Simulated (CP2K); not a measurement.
Consider 2-carboxypyridine at its PBE geometry (Å).

```xyz
14

O     2.7408    0.6545    0.8710
C     2.0938   -0.0436    0.0978
O     2.6708   -0.9128   -0.7801
C     0.5960   -0.0443    0.0009
C    -0.1276    0.8371    0.8146
C    -1.5189    0.8352    0.7197
C    -2.1267   -0.0435   -0.1782
C    -1.3128   -0.8872   -0.9445
N     0.0253   -0.9013   -0.8680
H     3.6336   -0.8297   -0.6181
H     0.4092    1.4965    1.4945
H    -2.1172    1.5066    1.3353
H    -3.2101   -0.0796   -0.2883
H    -1.7561   -1.5878   -1.6566
```

Method: CP2K XAS_TDP, all-electron GAPW, PBEh(45%), aug-cc-pVDZ, TDA, GW2X-corrected core level, no relativity.

Question: Predict the bright core excitations at the C K edge.

Leading lines: C2 289.80 eV, C4 287.20 eV, C5 286.80 eV, C6 287.06 eV, C7 286.83 eV and C8 287.51 eV. The leading line of an atom is its first one with 35 % of the strongest within 2.5 eV of its lowest line over the strength cut. Core ionisation energies at this level: C6 292.94, C8 293.21, C5 292.58, C7 292.62, C2 296.62 and C4 293.26 eV.

The first six lines of each atom with a strength over 0.0015:

```csv
atom,energy (eV),states,"strength, one atom",above the computed threshold
C2 (bonded to C and 2 O),289.80,1,0.0644,
,294.00,1,0.0042,
,294.47,1,0.0122,
,294.80,1,0.0024,
,296.60,1,0.0087,
,297.11,1,0.0110,yes
C4 (bonded to 2 C and N),287.20,1,0.0408,
,291.30,1,0.0172,
,291.69,1,0.0027,
,292.27,1,0.0026,
,293.12,1,0.0017,
,293.88,1,0.0090,yes
C5 (bonded to 2 C and H),286.80,1,0.0503,
,290.68,1,0.0077,
,291.59,1,0.0042,
,292.23,1,0.0028,
,292.24,1,0.0024,
,293.17,1,0.0054,yes
C6 (bonded to 2 C and H),287.06,1,0.0523,
,290.69,1,0.0119,
,291.90,1,0.0018,
,292.06,1,0.0020,
,292.25,1,0.0067,
,293.47,1,0.0037,yes
C7 (bonded to 2 C and H),286.83,1,0.0481,
,290.35,1,0.0122,
,291.56,1,0.0015,
,291.67,1,0.0104,
,291.74,1,0.0022,
,292.25,1,0.0016,
"C8 (bonded to C, N and H)",287.51,1,0.0548,
,291.18,1,0.0111,
,292.14,1,0.0036,
,292.52,1,0.0060,
,292.81,1,0.0016,
,292.87,1,0.0018,
```

Lines are vertical, at one geometry, with no vibrational structure. GW2X ionisation energies and lines can be off by 1 to 2 eV either way, and a good line position may hide errors that cancel. These values hold no scalar relativity, about 0.1 eV for C 1s. Rydberg lines, and the discretised continuum above threshold, depend on the basis and the box.

[Banner, clock and machine lines of the logs are left out without a mark of their own.]

[Logs are printed without paths, hosts, clocks, repeated set-up lines and the standing remarks that a program may print on its own settings, such as how far it seeks lower states.]

[Hosts, paths, dates, database ids (printed as entryN), source tags and the programs' standing remarks are cut or masked in the printed files.]
